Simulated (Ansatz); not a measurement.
# How well the gap of ZrSe3 (P2_1/m) can be computed, part 2 of 3

The study climbs from cheap functionals to G0W0 on ZrSe3 (P2_1/m) and then asks what each convergence step is worth.

Ansatz 0.2.0; density functionals, hybrids, G0W0, plane waves, PAW. Known limits of the many-body steps: not at the basis limit; no spin-orbit coupling; coarse k mesh.

So far. Step 5 (HSE06): The gap stands +0.42 eV against r2SCAN. Step 6 (PBE0): The gap stands +1.09 eV against r2SCAN.

In doubt: masses and optical values from hybrid runs of this build are listed as unsure (step 12), which bears on the screening that GW takes from such a start.

## (7) Dielectric tensor

The response to a uniform field gives ε∞, a yardstick for the screening that GW builds on its mesh.

This step: dielectric response by perturbation theory, r2SCAN, plane waves, PAW.

The input, input.yaml:

```yaml
crystal:
  lattice:
    - [5.4109, 0.0, 0.0]
    - [0.0, 3.7488, 0.0]
    - [-1.2294209091, 0.0, 9.3636349901]
  atoms:
    - { symbol: Zr, position: [0.285, 0.25, 0.656] }
    - { symbol: Zr, position: [0.715, 0.75, 0.344] }
    - { symbol: Se, position: [0.762, 0.25, 0.554] }
    - { symbol: Se, position: [0.238, 0.75, 0.446] }
    - { symbol: Se, position: [0.456, 0.25, 0.174] }
    - { symbol: Se, position: [0.544, 0.75, 0.826] }
    - { symbol: Se, position: [0.888, 0.25, 0.169] }
    - { symbol: Se, position: [0.112, 0.75, 0.831] }
kpoints:
  mp_grid: { grid: [4, 6, 2] }
hamiltonian:
  xc: r2scan
scf:
  occupations: { method: fixed }
dielectric: {}
```

Started as:

```
> ansatz run input.yaml --threads 3 --pin off --max-ram 92160MiB --backend cuda --events-out ev --progress --plain --runs-dir out --devices 1 --max-vram 13GiB
```

Numbers of over 12 decimals in the logs are rounded to 6 here.

Output:

```text
GPUs: using 1 of 1 available (devices: 1).
[...]
GPU FFT provider: cuFFT
GPU libraries: cuBLAS 13.8.2, cuFFT 12.4.0, cuSOLVER 12.3.4
Crystal: 8 atoms, lattice volume = 189.936 Å³
Basis set: ecut = 500 eV, 4769 PW (Γ), exchange–correlation on 160×120×288 points (64 copies of the dense FFT grid, shifted against one another)
Bands: 72, of which v1, the nominal top of the filled ones, is band 60 counted from 1 (59 counted from 0)
Symmetry: 4 space group operations
k-points: 28 of 48 (irreducible under 1 space group operation, time reversal used)
[...]
GPU buffer pool allocated for 86400 grid points (all kernels)
[...]
SCF iter   1: F=—  HF=-41268.540345 eV  |F-HF|=—  |Δ(HF+E_count)|=         —  Δρ=9.48e-3  dr2=3.45e-1  dr2_τ=5.06e-2  ethr=1.77e-3  ⟨swp⟩=4.6  Hψ=5935  notcnv=0  defer=250
[...]
SCF iter  12: F=-41268.628286 eV  HF=-41268.628286 eV  |F-HF|=7.28e-12  |Δ(HF+E_count)|=  2.18e-11  Δρ=3.88e-8  dr2=3.92e-12  dr2_τ=2.49e-13  ethr=1.00e-12  ⟨swp⟩=2.0  Hψ=3808  notcnv=0
SCF 1 converged in 12 iterations: F = -41268.628286 eV  dr2 = 3.92e-12
[...]
the response reads at least the filled bands of the reference SCF and the lowest empty band at each k-point, and that SCF's band table does not vouch for those bands. The notice of the band table in this run's record says why
[...]
SCF converged after 12 iterations
Free energy (F): -41268.628286 eV
[...]
Internal energy: -41268.628286 eV  (E = F + TS)
E sigma→0 (E₀):  -41268.628286 eV
Fermi energy:    9.313543 eV
[...]
--- Band table (eV; the first three rows and the last of 28) ---
  k-point 0: bands = [... 56 lower, 8.6661, 8.7709, 9.2459, 9.3135, 10.4018, 10.7871, 12.3410, 12.6092, ... 8 higher]
  k-point 1: bands = [... 56 lower, 8.6737, 8.7583, 9.2165, 9.2213, 10.2666, 10.9563, 12.3423, 12.5953, ... 8 higher]
  k-point 2: bands = [... 56 lower, 8.3337, 8.4844, 8.5089, 8.8065, 11.0484, 11.3732, 12.5293, 12.6236, ... 8 higher]
  k-point 27: bands = [... 56 lower, 7.6451, 7.6451, 7.9291, 7.9291, 10.2478, 10.2478, 12.2485, 12.2485, ... 8 higher]
--- Dielectric response (ions clamped): 3 representative field directions + reference, inside a basis on a mesh of 840 k-points (Σ response iterations 18) ---
  ε∞ (high-frequency dielectric tensor):
       11.564092     0.000000    -0.022320
        0.000000    10.315870    -0.000000
       -0.022320    -0.000000     6.391674
  Born effective charges Z* (e; rows j = field, columns β = displacement):
    site 0:
         2.54231    0.00000    0.01903
         0.00000    5.61317   -0.00000
         0.02608   -0.00000    1.85764
    site 1:
         2.54231    0.00000    0.01903
         0.00000    5.61317   -0.00000
[...]
site 2:
[...]
site 3:
[...]
site 4:
[...]
site 5:
[...]
site 6:
[...]
0.72940    0.00000   -0.41688
    site 7:
        -0.07686    0.00000   -0.13129
        -0.00000   -1.59643    0.00000
         0.72940    0.00000   -0.41688
  Z* charge neutrality: 3.736e-2 e pre-enforcement
  solved inside a basis spanned on kpoints, on 10×14×6 k-points, which do not settle them: ε∞ is read to err by 8.6e-2, Z* by 6.4e-2 e (field_mesh: kpoints solves on kpoints); Z* is corrected for what the basis lacks
```

It took 4 min on 1 × NVIDIA H100 80GB HBM3 (shared by 6 runs) with 3 threads of AMD EPYC 7R13 (Zen 3), shared host; peak memory 11 GiB; 8.1 min of CPU time.

This step gave:

| Property | Result |
| --- | --- |
| stated error of ε∞ | 0.086 |

One over ε∞ averages 0.11, well under the quarter of exact exchange in PBE0, which by this rule of thumb may open the gap too far, though a start with so narrow a gap overstates ε∞.

High-frequency dielectric tensor:

```
11.56  0.00 -0.02
 0.00 10.32  0.00
-0.02  0.00  6.39
```

## (8) G0W0, 4×4×2 mesh, 157 empty bands, screening to 51 eV

Now the one-shot GW correction: screening in the RPA, then the self-energy of the levels asked for.

This step: G0W0 on r2SCAN, plane waves, PAW.

Edit input.yaml of step 7 so:

```diff
@@ -15,3 +15,3 @@
 kpoints:
-  mp_grid: { grid: [4, 6, 2] }
+  mp_grid: { grid: [4, 4, 2] }
 hamiltonian:
@@ -20,2 +20,7 @@
   occupations: { method: fixed }
-dielectric: {}
+gw:
+  n_empty_bands: 157
+  ecut_chi: 51
+  qp_bands: [v2, c2]
+  qp_kpoints: band_edges
+  screening: { model: contour_deformation }
```

Output:

```text
GPUs: using 1 of 1 available (devices: 1).
[...]
GPU FFT provider: cuFFT
GPU libraries: cuBLAS 13.8.2, cuFFT 12.4.0, cuSOLVER 12.3.4
Crystal: 8 atoms, lattice volume = 189.936 Å³
Basis set: ecut = 500 eV, 4769 PW (Γ), exchange–correlation on 160×120×288 points (64 copies of the dense FFT grid, shifted against one another)
Bands: 72, of which v1, the nominal top of the filled ones, is band 60 counted from 1 (59 counted from 0)
[...]
1    62     10.9543   -10.0455    -4.4749   -15.1308  0.7523    11.5762    11.5646  root
[...]
17    59      7.9319   -17.3170     2.1811   -15.2277  0.7487     8.0235     8.0238  root
    17    60      7.9319   -17.3170     2.1811   -15.2277  0.7487     8.0235     8.0238  root
    17    61     10.2469   -10.7604    -3.1243   -14.6685  0.7691    11.0480    11.0307  root
    17    62     10.2469   -10.7604    -3.1243   -14.6685  0.7691    11.0480    11.0307  root
[key lines of the parts left out:]
SCF converged after 8 iterations
Free energy (F): -41268.592387 eV
Fermi energy:    9.322633 eV
```

It took 40 s on 1 × NVIDIA H100 80GB HBM3 (shared by 6 runs) with 3 threads; peak memory 1.8 GiB; 66 s of CPU time.

This step gave:

- bands summed: 217
- RPA ε∞ on this mesh (eigenvalues): 5.965, 11.10, 12.10
- plane waves in the screening matrix: 153
- G0W0 gap on the mesh: 1.091 eV
- k of the valence top: 0, 0, 0
- k of the conduction bottom: -0.5, 0, 0
- starting gap on the mesh: 0.6314 eV
- least direct G0W0 gap on the computed points: 1.315 eV

The gap on the mesh goes from 0.63 eV to 1.09 eV, a correction of +0.46 eV. Between the two edge states, bare exchange in place of the xc potential would open the gap by 5.28 eV, and correlation takes back 4.82 eV.

## (9) G0W0, 4×4×2 mesh, 444 empty bands, screening to 102 eV

Bands and screening cutoff are moved together, since each hides the error of the other.

Edit input.yaml of step 8 so:

```diff
@@ -21,4 +21,4 @@
 gw:
-  n_empty_bands: 157
-  ecut_chi: 51
+  n_empty_bands: 444
+  ecut_chi: 102
   qp_bands: [v2, c2]
```

Output:

```text
GPUs: using 1 of 1 available (devices: 1).
[...]
GPU FFT provider: cuFFT
GPU libraries: cuBLAS 13.8.2, cuFFT 12.4.0, cuSOLVER 12.3.4
Crystal: 8 atoms, lattice volume = 189.936 Å³
Basis set: ecut = 500 eV, 4769 PW (Γ), exchange–correlation on 160×120×288 points (64 copies of the dense FFT grid, shifted against one another)
Bands: 72, of which v1, the nominal top of the filled ones, is band 60 counted from 1 (59 counted from 0)
[...]
1    62     10.9543   -10.0455    -4.7781   -15.1308  0.7482    11.2639    11.2614  root
[...]
17    59      7.9319   -17.3170     1.8228   -15.2277  0.7439     7.6634     7.6655  root
    17    60      7.9319   -17.3170     1.8228   -15.2277  0.7439     7.6634     7.6655  root
    17    61     10.2469   -10.7604    -3.4333   -14.6685  0.7643    10.7269    10.7217  root
    17    62     10.2469   -10.7604    -3.4333   -14.6685  0.7643    10.7269    10.7217  root
[key lines of the parts left out:]
SCF converged after 8 iterations
Free energy (F): -41268.592387 eV
Fermi energy:    9.322633 eV
```

Wall time 73 s (1 × NVIDIA H100 80GB HBM3 (shared by 6 runs) with 3 threads); peak memory 2.7 GiB.

This step gave:

```
bands summed                                 : 504
RPA ε∞ on this mesh (eigenvalues)            : 5.901, 10.89, 11.88
plane waves in the screening matrix          : 445
G0W0 gap on the mesh                         : 1.209 eV
k of the valence top                         : 0, 0, 0
k of the conduction bottom                   : -0.5, 0, 0
starting gap on the mesh                     : 0.6314 eV
least direct G0W0 gap on the computed points : 1.464 eV
```

Against the run with 4×4×2 mesh, 157 empty bands, screening to 51 eV, the gap moves by +0.12 eV.

## (10) G0W0, 4×4×2 mesh, 955 empty bands, screening to 170 eV

Edit input.yaml of step 9 so:

```diff
@@ -21,4 +21,4 @@
 gw:
-  n_empty_bands: 444
-  ecut_chi: 102
+  n_empty_bands: 955
+  ecut_chi: 170.0
   qp_bands: [v2, c2]
```

Output:

```text
GPUs: using 1 of 1 available (devices: 1).
[...]
GPU FFT provider: cuFFT
GPU libraries: cuBLAS 13.8.2, cuFFT 12.4.0, cuSOLVER 12.3.4
Crystal: 8 atoms, lattice volume = 189.936 Å³
Basis set: ecut = 500 eV, 4769 PW (Γ), exchange–correlation on 160×120×288 points (64 copies of the dense FFT grid, shifted against one another)
Bands: 72, of which v1, the nominal top of the filled ones, is band 60 counted from 1 (59 counted from 0)
Symmetry: 4 space group operations
[...]
k-points: 18 of 32
[...]
GPU buffer pool allocated for 86400 grid points (all kernels)
[...]
SCF iter   1: F=—  HF=-41268.507602 eV  |F-HF|=—  |Δ(HF+E_count)|=         —  Δρ=9.70e-3  dr2=3.62e-1  dr2_τ=5.14e-2  ethr=1.77e-3  ⟨swp⟩=4.4  Hψ=3772  notcnv=0  defer=152
[...]
SCF iter   8: F=-41268.592387 eV  HF=-41268.592387 eV  |F-HF|=1.80e-8  |Δ(HF+E_count)|=   8.07e-8  Δρ=4.68e-6  dr2=5.10e-8  dr2_τ=1.79e-9  ethr=8.33e-11  ⟨swp⟩=9.2  Hψ=4672  notcnv=0
SCF 1 converged in 8 iterations: F = -41268.592387 eV  dr2 = 5.10e-8
[...]
G₀W₀ screening: q 1/18
[... further progress lines ...]
[...]
SCF converged after 8 iterations
Free energy (F): -41268.592387 eV
[...]
Internal energy: -41268.592387 eV  (E = F + TS)
E sigma→0 (E₀):  -41268.592387 eV
Fermi energy:    9.322633 eV
[...]
--- Band table (eV; the first three rows and the last of 18) ---
  k-point 0: bands = [... 56 lower, 8.6707, 8.7686, 9.2522, 9.3226, 10.4020, 10.7855, 12.3391, 12.6065, ... 8 higher]
  k-point 1: bands = [... 56 lower, 8.6716, 8.7561, 9.2234, 9.2303, 10.2675, 10.9543, 12.3406, 12.5923, ... 8 higher]
  k-point 2: bands = [... 56 lower, 8.0566, 8.1576, 8.3418, 8.4601, 11.5291, 11.7531, 12.4543, 12.5434, ... 8 higher]
  k-point 17: bands = [... 56 lower, 7.6492, 7.6492, 7.9319, 7.9319, 10.2469, 10.2469, 12.2454, 12.2454, ... 8 higher]
[...]
0    59      9.2522   -17.4966     1.0289   -16.0842  0.7645     8.8659     8.8687  root
     0    60      9.3226   -18.1349     1.4451   -16.2834  0.7642     8.9127     8.9163  root
     0    61     10.4020    -9.6461    -4.4905   -14.2460  0.7606    10.5116    10.5113  root
     0    62     10.7855    -9.8450    -4.9713   -14.9900  0.7496    10.9599    10.9591  root
     1    59      9.2234   -17.4723     1.0519   -16.0355  0.7650     8.8358     8.8386  root
     1    60      9.2303   -18.0105     1.4446   -16.1642  0.7629     8.8250     8.8287  root
     1    61     10.2675    -9.4037    -4.6073   -14.1293  0.7622    10.3861    10.3858  root
     1    62     10.9543   -10.0455    -4.9235   -15.1308  0.7467    11.1167    11.1161  root
     6    59      8.9746   -17.6617     1.3530   -15.8634  0.7590     8.5249     8.5293  root
     6    60      9.2661   -18.0516     1.3899   -16.2428  0.7629     8.8434     8.8473  root
     6    61     10.5997    -9.6900    -4.6846   -14.5041  0.7559    10.7296    10.7292  root
     6    62     10.8352   -10.0221    -4.8900   -15.0849  0.7493    11.0088    11.0081  root
     7    59      8.7798   -17.7369     1.3796   -15.9044  0.7559     8.3216     8.3269  root
     7    60      9.1649   -17.9178     1.3845   -16.1188  0.7615     8.7466     8.7505  root
     7    61     10.5283    -9.7103    -4.6930   -14.5359  0.7568    10.6613    10.6609  root
     7    62     10.9659   -10.1525    -4.9012   -15.2247  0.7467    11.1376    11.1369  root
    12    59      8.9526   -17.9146     1.4888   -15.9760  0.7594     8.4979     8.5029  root
    12    60      9.0280   -17.9166     1.4264   -16.0450  0.7598     8.5781     8.5828  root
    12    61      9.9540   -11.1774    -3.2186   -14.6086  0.7667    10.1673    10.1666  root
    12    62     10.2922   -11.3199    -3.4094   -14.9812  0.7631    10.5453    10.5441  root
    13    59      8.8812   -17.7894     1.5055   -15.8331  0.7579     8.4252     8.4305  root
    13    60      8.9100   -17.8205     1.4378   -15.9412  0.7583     8.4636     8.4685  root
    13    61      9.9860   -10.8683    -3.3883   -14.5050  0.7671    10.2353    10.2343  root
    13    62     10.2104   -10.9811    -3.5549   -14.8060  0.7641    10.4818    10.4804  root
[...]
16    59      8.0216   -17.4111     1.7103   -15.2373  0.7443     7.5510     7.5580  root
    16    60      8.0216   -17.4111     1.7103   -15.2373  0.7443     7.5510     7.5580  root
    16    61     10.2368   -10.7441    -3.5978   -14.6355  0.7639    10.5323    10.5305  root
    16    62     10.2368   -10.7441    -3.5978   -14.6355  0.7639    10.5323    10.5305  root
    17    59      7.9319   -17.3170     1.6452   -15.2277  0.7432     7.4814     7.4878  root
    17    60      7.9319   -17.3170     1.6452   -15.2277  0.7432     7.4814     7.4878  root
    17    61     10.2469   -10.7604    -3.6108   -14.6685  0.7637    10.5460    10.5442  root
    17    62     10.2469   -10.7604    -3.6108   -14.6685  0.7637    10.5460    10.5442  root
```

The job ended after 3 min (1 × NVIDIA H100 80GB HBM3 (shared by 6 runs) with 3 threads; peak memory 5.6 GiB; 5.2 min of CPU time).

This step gave:

* bands summed: 1015
* RPA ε∞ on this mesh (eigenvalues): 5.896, 10.88, 11.85
* plane waves in the screening matrix: 941
* q-points in the mesh: 32
* G0W0 gap on the mesh: 1.250 eV
* k of the valence top: 0, 0, 0
* k of the conduction bottom: -0.5, 0, 0
* starting gap on the mesh: 0.6314 eV
* Z at the valence top: 0.7642
* Z at the conduction bottom: 0.7667
* least direct G0W0 gap on the computed points: 1.547 eV

Against the run with 4×4×2 mesh, 444 empty bands, screening to 102 eV, the gap moves by +0.04 eV.

Limits: finite bands, cutoff and mesh; no spin-orbit coupling; coarse k mesh. v1 is the top filled band, c1 the lowest empty one. The levels before and after the correction (eV, zero at the valence-band top of each column):

|  | conduction bottom | valence top |
| --- | --- | --- |
| Kohn-Sham | 0.63 | 0.00 |
| G0W0 | 1.25 | 0.00 |

|  | level | occupation | energy (eV) |
| --- | --- | --- | --- |
| Kohn-Sham | Γ v2 | 2 | -0.070 |
| Kohn-Sham | Γ v1 | 2 | 0.000 |
| Kohn-Sham | Γ c1 | 0 | 1.079 |
| Kohn-Sham | Γ c2 | 0 | 1.463 |
| Kohn-Sham | (-0.5 0 0) v2 | 2 | -0.370 |
| Kohn-Sham | (-0.5 0 0) v1 | 2 | -0.295 |
| Kohn-Sham | (-0.5 0 0) c1 | 0 | 0.631 |
| Kohn-Sham | (-0.5 0 0) c2 | 0 | 0.970 |
| G0W0 | Γ v2 | 2 | -0.048 |
| G0W0 | Γ v1 | 2 | 0.000 |
| G0W0 | Γ c1 | 0 | 1.595 |
| G0W0 | Γ c2 | 0 | 2.043 |
| G0W0 | (-0.5 0 0) v2 | 2 | -0.413 |
| G0W0 | (-0.5 0 0) v1 | 2 | -0.333 |
| G0W0 | (-0.5 0 0) c1 | 0 | 1.250 |
| G0W0 | (-0.5 0 0) c2 | 0 | 1.628 |

How the two edges are built up, in eV (the quasiparticle level is the starting level plus Σx plus Σc less Vxc):

| run | edge | start | Σx | Σc | Vxc | Z | QP |
| --- | --- | --- | --- | --- | --- | --- | --- |
| 217 bands | valence top | 9.32 | -18.13 | 2.10 | -16.28 | 0.77 | 9.57 |
| 217 bands | conduction bottom | 9.95 | -11.18 | -2.72 | -14.61 | 0.77 | 10.66 |
| 504 bands | valence top | 9.32 | -18.13 | 1.67 | -16.28 | 0.77 | 9.14 |
| 504 bands | conduction bottom | 9.95 | -11.18 | -3.04 | -14.61 | 0.77 | 10.35 |
| 1015 bands | valence top | 9.32 | -18.13 | 1.45 | -16.28 | 0.76 | 8.92 |
| 1015 bands | conduction bottom | 9.95 | -11.18 | -3.22 | -14.61 | 0.77 | 10.17 |

## (11) G0W0@r2SCAN, 2×4×2 mesh, 444 empty bands, screening to 102 eV

A second mesh at equal bands and cutoff isolates the sampling error. Bands and cutoff differ from the step before, so it is read against an earlier run that matches them.

Edit input.yaml of step 10 so:

```diff
@@ -15,3 +15,3 @@
 kpoints:
-  mp_grid: { grid: [4, 4, 2] }
+  mp_grid: { grid: [2, 4, 2] }
 hamiltonian:
@@ -21,4 +21,4 @@
 gw:
-  n_empty_bands: 955
-  ecut_chi: 170.0
+  n_empty_bands: 444
+  ecut_chi: 102
   qp_bands: [v2, c2]
```

Output:

```text
GPUs: using 1 of 1 available (devices: 1).
[...]
GPU FFT provider: cuFFT
GPU libraries: cuBLAS 13.8.2, cuFFT 12.4.0, cuSOLVER 12.3.4
Crystal: 8 atoms, lattice volume = 189.936 Å³
Basis set: ecut = 500 eV, 4769 PW (Γ), exchange–correlation on 160×120×288 points (64 copies of the dense FFT grid, shifted against one another)
Bands: 72, of which v1, the nominal top of the filled ones, is band 60 counted from 1 (59 counted from 0)
[...]
1    62     10.9575   -10.0135    -4.8276   -15.1293  0.7476    11.2479    11.2458  root
[...]
11    59      7.9426   -17.3618     1.8877   -15.2189  0.7418     7.6853     7.6874  root
    11    60      7.9426   -17.3618     1.8877   -15.2189  0.7418     7.6853     7.6874  root
    11    61     10.2854   -10.2930    -3.8595   -14.6184  0.7501    10.7587    10.7514  root
    11    62     10.2854   -10.2930    -3.8595   -14.6184  0.7501    10.7587    10.7514  root
[key lines of the parts left out:]
SCF converged after 8 iterations
Free energy (F): -41268.209702 eV
Fermi energy:    9.304890 eV
```

Wall time 40 s (1 × NVIDIA H100 80GB HBM3 (shared by 6 runs) with 3 threads); peak memory 2.3 GiB.

Numbers from this step:

| Property | Result |
| --- | --- |
| bands summed | 504 |
| RPA ε∞ on this mesh (eigenvalues) | 6.001, 12.40, 14.09 |
| plane waves in the screening matrix | 445 |
| G0W0 gap on the mesh | 1.254 eV |
| k of the valence top | 0, 0, 0 |
| k of the conduction bottom | -0.5, 0, 0 |
| starting gap on the mesh | 0.6783 eV |
| least direct G0W0 gap on the computed points | 1.451 eV |

Against the run with 4×4×2 mesh, 444 empty bands, screening to 102 eV, the gap moves by +0.04 eV, while the start moved by +0.05 eV.

## (12) G0W0@HSE06, 4×4×2 mesh, 444 empty bands, screening to 102 eV

The same correction from a different start measures what one shot leaves open.

This step: G0W0 on HSE06, plane waves, PAW.

Edit input.yaml of step 11 so:

```diff
@@ -15,5 +15,5 @@
 kpoints:
-  mp_grid: { grid: [2, 4, 2] }
+  mp_grid: { grid: [4, 4, 2] }
 hamiltonian:
-  xc: r2scan
+  xc: hse06
 scf:
```

Output:

```text
GPUs: using 1 of 1 available (devices: 1).
[...]
GPU FFT provider: cuFFT
GPU libraries: cuBLAS 13.8.2, cuFFT 12.4.0, cuSOLVER 12.3.4
Crystal: 8 atoms, lattice volume = 189.936 Å³
Basis set: ecut = 420 eV, 3689 PW (Γ)
Bands: 72, of which v1, the nominal top of the filled ones, is band 60 counted from 1 (59 counted from 0)
Symmetry: 4 space group operations
[...]
k-points: 18 of 32
[...]
1    61     10.4286    -9.0131    -4.3468   -13.4683  0.7850    10.5371    10.5368  root
     1    62     11.1884    -9.6244    -4.6149   -14.3626  0.7733    11.3119    11.3117  root
[...]
17    59      7.5853   -17.2378     1.6977   -15.4550  0.7688     7.5000     7.5002  root
    17    60      7.5853   -17.2378     1.6977   -15.4550  0.7688     7.5000     7.5002  root
    17    61     10.5162   -10.4353    -3.3777   -14.0710  0.7868    10.7750    10.7742  root
    17    62     10.5162   -10.4353    -3.3777   -14.0710  0.7868    10.7750    10.7742  root
[key lines of the parts left out:]
Free energy (F): -41204.713386 eV
Fermi energy:    9.103652 eV
```

The job ended after 2 min (1 × NVIDIA H100 80GB HBM3 (shared by 6 runs) with 3 threads; peak memory 3 GiB).

Numbers from this step:

```yaml
bands_summed: 504
rpa_eps_infinity_on_this_mesh_eigenvalues: 5.335, 9.423, 9.428
plane_waves_in_the_screening_matrix: 445
g0w0_gap_on_the_mesh: 1.366 eV
k_of_the_valence_top: 0, 0, 0
k_of_the_conduction_bottom: -0.5, 0, 0
starting_gap_on_the_mesh: 1.059 eV
least_direct_g0w0_gap_on_the_computed_points: 1.597 eV
```

Against the run with 4×4×2 mesh, 444 empty bands, screening to 102 eV on r2SCAN, the gap moves by +0.16 eV, while the start moved by +0.43 eV.

(Part 2 of 3 ends here.)

[Paths, hosts, dates, memory and timing lines, banners, echoed tables and standing remarks are left out of the program output.]

[Logs are printed without paths, hosts, clocks, repeated set-up lines and the standing remarks that a program may print on its own settings, such as how far it seeks lower states.]

[Runs of the session that timed out or met a known fault of the program may be left out.]

[Cells called generated may have been cut or substituted from an entry of the Crystallography Open Database or the Materials Project.]

[Hosts, paths, dates, database ids (printed as entryN), source tags and the programs' standing remarks are cut or masked in the printed files.]
